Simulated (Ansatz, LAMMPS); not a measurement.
# Glassy 72SiO2-17Al2O3-6BaO-6ZnO (mol %) (116 atoms): a single point, part 2 of 2

Wanted: forces, charges and levels of glassy 72SiO2-17Al2O3-6BaO-6ZnO (mol %) (116 atoms).

Ansatz 0.2.0; Kohn-Sham DFT, PBE, PAW (set soft_2), plane waves.

The cell: 26 Si, 12 Al, 2 Ba, 2 Zn and 74 O. The quench rate of 50 K/ps is many orders above laboratory rates. The network of bonds at the start is that of the classical potential that made the cell. Sampling is at Γ alone, for a cell whose shortest periodic width is 11 Å. The levels lack spin–orbit coupling.

So far: The structure; Making the structure; Plane-wave single point.

## 3. Plane-wave single point (continued)

Electrostatic potential energy in the ac plane at fractional y = 0.150, with atoms of Si and Al and Ba and O within 0.2 Å of it. With pseudopotentials it is smooth inside the atoms' cores, unlike the true potential.

Ten even steps from '0' (-36 eV) to '9' (12 eV), each cell a mean:
```
9999998888973234568889999999999
9999876567898610025336888899999
9998742124788500014104777899999
9998510002688741157667877864689
9998520002688887789999888841279
9998742225789999999999999975688
8899887678899999999999999999888
2148999899999744798778999999997
0028899988877401586556899999996
6567788767411345876556799999999
9865578766100058987667899999999
9875678987200168998889999999999
9743689998755689999999999999999
9400399999988899999999999999999
8611599999999988899988889999998
8888999999999876788756788999998
8999999999998765678635789999998
9999999999986566788878899999999
9999999987776688889999999999999
9999999755557899999999999999999
8888998657756899999999999999999
2578998756656899999999999999984
0378998876653369999999999999960
4699999988840028899999999999985
```
Columns run along a (11.1 Å; values clipped at the 3rd and 97th percentile), rows up along c (11.1 Å). Atoms in or near the plane, at fractional coordinates: Si at (0.38, 0.54), Si at (0.50, 0.90), Al at (0.31, 0.13), Ba at (0.23, 0.83), O at (0.09, 0.42), O at (0.42, 0.01).

Mean Löwdin charges: Al +1.35, Ba +1.92, O -0.83, Si +1.75, Zn +1.53 e (they miss 1.2 % of the electrons, so they add up to more than the cell's charge).

## 4. Structure statistics

These statistics describe the geometry on which the runs were made.

Density 3.22 g/cm³, 11.75 Å³ an atom.

Pair distribution functions g(r), in bins of 0.2 Å:

| r (Å) | total | O-O | O-Si | O-Al | O-Ba | O-Zn | Si-Si |
| --- | --- | --- | --- | --- | --- | --- | --- |
| 1.50 | 1.52 | 0.00 | 5.30 | 0.00 | 0.00 | 0.00 | 0.00 |
| 1.70 | 2.62 | 0.00 | 5.98 | 6.88 | 0.00 | 0.00 | 0.00 |
| 1.90 | 0.42 | 0.00 | 0.00 | 2.25 | 0.00 | 5.85 | 0.00 |
| 2.10 | 0.11 | 0.00 | 0.00 | 0.73 | 0.00 | 0.78 | 0.00 |
| 2.30 | 0.01 | 0.04 | 0.00 | 0.00 | 0.00 | 0.00 | 0.00 |
| 2.50 | 1.05 | 2.51 | 0.00 | 0.00 | 0.00 | 1.15 | 0.00 |
| 2.70 | 1.40 | 3.16 | 0.08 | 0.25 | 1.50 | 0.51 | 0.00 |
| 2.90 | 1.12 | 1.54 | 0.50 | 0.36 | 3.08 | 0.41 | 1.86 |
| 3.10 | 1.18 | 1.13 | 0.47 | 0.76 | 2.27 | 0.80 | 3.04 |
| 3.30 | 0.97 | 0.73 | 1.03 | 1.07 | 0.69 | 0.69 | 0.73 |
| 3.50 | 0.86 | 0.48 | 1.30 | 1.14 | 0.62 | 0.61 | 0.38 |
| 3.70 | 0.82 | 0.41 | 1.28 | 0.80 | 0.56 | 1.63 | 1.15 |
| 3.90 | 0.98 | 0.55 | 1.54 | 1.44 | 1.20 | 0.98 | 0.64 |
| 4.10 | 1.19 | 0.62 | 1.82 | 2.02 | 0.65 | 1.31 | 0.76 |
| 4.30 | 1.21 | 0.90 | 1.48 | 1.59 | 1.37 | 1.79 | 1.49 |
| 4.50 | 1.15 | 1.29 | 0.94 | 1.22 | 0.90 | 1.65 | 1.02 |
| 4.70 | 0.92 | 1.29 | 0.47 | 0.69 | 1.50 | 0.66 | 0.87 |
| 4.90 | 0.91 | 1.31 | 0.53 | 0.46 | 0.91 | 0.62 | 1.46 |
| 5.10 | 1.08 | 1.54 | 0.72 | 0.63 | 1.28 | 0.71 | 0.80 |
| 5.30 | 0.98 | 1.08 | 0.89 | 0.70 | 1.43 | 0.77 | 1.31 |

Bonds by pair of elements; cutoffs follow the first minimum of g(r), held within bounds set by covalent radii, and pairs that aren't listed don't count as bonded:

| pair A-B | cutoff (Å) | bonds | mean length (Å) | spread (Å) | shortest (Å) | B about A | A about B |
| --- | --- | --- | --- | --- | --- | --- | --- |
| O-Si | 2.12 | 104 | 1.61 | 0.058 | 1.50 | 1.41 | 4 |
| O-Al | 2.43 | 51 | 1.79 | 0.12 | 1.62 | 0.689 | 4.25 |
| O-Ba | 3.29 | 17 | 2.96 | 0.172 | 2.66 | 0.23 | 8.5 |
| O-Zn | 2.33 | 7 | 1.98 | 0.089 | 1.91 | 0.095 | 3.5 |

The cutoff for O-Ba falls short of the minimum of g(r), so counts run low and odd coordinations can be artefacts.

How many atoms have how many bonded neighbours:

| element | mean | 2 | 3 | 4 | 5 | 7 | 10 |
| --- | --- | --- | --- | --- | --- | --- | --- |
| Al | 4.25 | 0 | 0 | 9 | 3 | 0 | 0 |
| Ba | 8.5 | 0 | 0 | 0 | 0 | 1 | 1 |
| O | 2.42 | 44 | 29 | 1 | 0 | 0 | 0 |
| Si | 4 | 0 | 0 | 26 | 0 | 0 | 0 |
| Zn | 3.5 | 0 | 1 | 1 | 0 | 0 | 0 |

Bond angles, per cent of each kind in bins of 5°:

| angle (°) | O-Si-O | O-Al-O | Al-O-Si | Si-O-Si | Ba-O-Si |
| --- | --- | --- | --- | --- | --- |
| 70–75 | 0.0 | 0.0 | 0.0 | 0.0 | 4.2 |
| 75–80 | 0.0 | 2.4 | 0.0 | 0.0 | 0.0 |
| 80–85 | 0.0 | 4.8 | 0.0 | 0.0 | 8.3 |
| 85–90 | 0.0 | 3.6 | 0.0 | 0.0 | 0.0 |
| 90–95 | 1.3 | 8.3 | 0.0 | 0.0 | 20.8 |
| 95–100 | 9.0 | 11.9 | 0.0 | 0.0 | 8.3 |
| 100–105 | 20.5 | 17.9 | 0.0 | 0.0 | 29.2 |
| 105–110 | 28.2 | 11.9 | 2.2 | 0.0 | 12.5 |
| 110–115 | 19.9 | 14.3 | 4.3 | 0.0 | 4.2 |
| 115–120 | 12.2 | 3.6 | 17.4 | 9.1 | 8.3 |
| 120–125 | 4.5 | 7.1 | 10.9 | 6.1 | 0.0 |
| 125–130 | 3.2 | 5.9 | 6.5 | 3.0 | 0.0 |
| 130–135 | 1.3 | 4.8 | 4.3 | 9.1 | 4.2 |
| 135–140 | 0.0 | 0.0 | 8.7 | 15.2 | 0.0 |
| 140–145 | 0.0 | 1.2 | 17.4 | 12.1 | 0.0 |
| 145–150 | 0.0 | 0.0 | 4.3 | 9.1 | 0.0 |
| 150–155 | 0.0 | 0.0 | 2.2 | 9.1 | 0.0 |
| 155–160 | 0.0 | 0.0 | 4.3 | 3.0 | 0.0 |
| 160–165 | 0.0 | 0.0 | 6.5 | 12.1 | 0.0 |
| 165–170 | 0.0 | 2.4 | 4.3 | 3.0 | 0.0 |
| 170–175 | 0.0 | 0.0 | 6.5 | 9.1 | 0.0 |

Bond angles (no mean is given where the spread exceeds 20°):

| angle | count | mean (°) | spread (°) |
| --- | --- | --- | --- |
| O-Si-O | 156 | 109 | 7.7 |
| O-Al-O | 84 | 108 | 16.7 |
| Al-O-Si | 46 | 137 | 18.4 |
| Si-O-Si | 33 | 144 | 15.8 |
| Ba-O-Si | 24 | 101 | 12.2 |

Oxygen atoms by the number of network formers (Si, P, Ge, B, Al, As, Ga) bound to them:

| network formers bound to O | O atoms | per cent |
| --- | --- | --- |
| 0 | 0 | 0 |
| 1 | 3 | 4.1 |
| 2 | 61 | 82.4 |
| 3 | 10 | 13.5 |

Network units: each former by its oxygen neighbours and how many of them bridge to another former:

| former | O neighbours | bridging O | atoms |
| --- | --- | --- | --- |
| Si | 4 | 3 | 3 |
| Si | 4 | 4 | 23 |
| Al | 4 | 4 | 9 |
| Al | 5 | 5 | 3 |

Bond length by coordination (bonds to H left out):

| element | coordination | atoms | mean bond length (Å) |
| --- | --- | --- | --- |
| Al | 4 | 9 | 1.75 |
| Al | 5 | 3 | 1.89 |
| Ba | 7 | 1 | 3.00 |
| Ba | 10 | 1 | 2.94 |
| O | 2 | 44 | 1.64 |
| O | 3 | 29 | 1.96 |
| O | 4 | 1 | 2.15 |
| Zn | 3 | 1 | 1.93 |
| Zn | 4 | 1 | 2.02 |

Rings of the network by King's shortest-path rule, up to 12 atoms, one path for each pair of neighbours; H, halogens, alkali and alkaline-earth atoms are left out, and the last column divides by all other atoms, bonded or not:

| ring size (atoms) | rings | per network atom |
| --- | --- | --- |
| 4 | 2 | 0.018 |
| 6 | 7 | 0.061 |
| 8 | 13 | 0.114 |
| 10 | 28 | 0.246 |
| 12 | 40 | 0.351 |

For some of the pairs, g(r) has its first main peak near 2.6 Å (O-O), 1.6 Å (O-Si), 1.7 Å (O-Al), 2.8 Å (O-Ba), 1.9 Å (O-Zn) and 3.0 Å (Si-Si). The O-Si-O angle averages 109° with a spread of 8°. Counting bonds to Si and Al alone, not to Zn, 82 % of the oxygens join two of these atoms and 4 % one; 14 % join three. The commonest Si unit has 4 oxygens, 4 of them shared with other formers (23 of 26 atoms). Rings of 12 atoms are the most common (44 % of those counted); sizes run from 4 to 12, where the search stops.

The surroundings of O83, which bears the longest force, nearest first, numbered as they follow in the input and with coordinates relative to it.

| atom | x | y | z | distance (Å) | bonds | Löwdin charge (e) | Fx | Fy | Fz (eV/Å) |
| --- | --- | --- | --- | --- | --- | --- | --- | --- | --- |
| O83 | 0.00 | 0.00 | 0.00 | 0.00 | 3 | -0.79 | -5.04 | -0.57 | 1.53 |
| Si22 | 1.33 | 0.28 | -0.67 | 1.52 | 4 | 1.79 | 3.47 | 0.39 | 0.62 |
| Al27 | -1.45 | -1.21 | -0.08 | 1.89 | 5 | 1.32 | 0.79 | -0.91 | 0.62 |
| Al38 | -1.16 | 1.59 | 0.31 | 1.99 | 5 | 1.34 | -0.44 | 0.64 | -0.60 |
| O94 | 2.29 | -0.82 | 0.30 | 2.45 | 3 | -0.82 | -1.38 | -1.44 | -3.45 |
| O99 | -0.95 | 1.71 | -1.55 | 2.50 | 2 | -0.82 | -0.08 | -1.73 | 3.06 |
| O84 | -2.19 | 0.20 | 1.26 | 2.53 | 3 | -0.79 | 0.94 | -0.24 | -1.22 |
| O52 | 0.06 | -2.51 | -0.40 | 2.55 | 3 | -0.88 | -0.63 | 2.01 | -0.89 |
| O91 | 1.83 | 1.74 | -0.47 | 2.58 | 2 | -0.84 | -0.15 | 1.02 | 1.05 |

The column of bonds counts only the pairs O-Si within 2.12 Å, O-Al within 2.43 Å, O-Ba within 3.29 Å, O-Zn within 2.33 Å; other neighbours, such as metal atoms beside each other in a compound, aren't counted, and periodic images can show an atom twice.

## 5. Results

```json
{"free energy per atom": "-720.9118 eV/atom", "pressure": "11.37 GPa", "r.m.s. force component": "1.329 eV/Å", "gap (highest filled to lowest empty level)": "3.536 eV", "wall time of the 1 DFT run": "8.4 s"}
```

In words: Between filled and empty levels lie 3.54 eV (at Γ alone); a semilocal functional tends to put such gaps too low. In a disordered cell it changes from sample to sample, and tail or defect levels can set it.

What to keep in mind: The force components of 1.3 eV/Å r.m.s. come partly from thermal motion and partly from the difference between the classical potential and DFT. The stress is far from hydrostatic: its diagonal is 12.3, 8.4, 13.4 GPa, compression counted positive. The pressure of 11 GPa is that of one thermal frame, in which the classical model's bond lengths enter as well as the volume, without the kinetic term.

[Logs are printed without paths, hosts, clocks, repeated set-up lines and the standing remarks that a program may print on its own settings, such as how far it seeks lower states.]

[Hosts, paths, dates, database ids (printed as entryN), source tags and the programs' standing remarks are cut or masked in the printed files.]
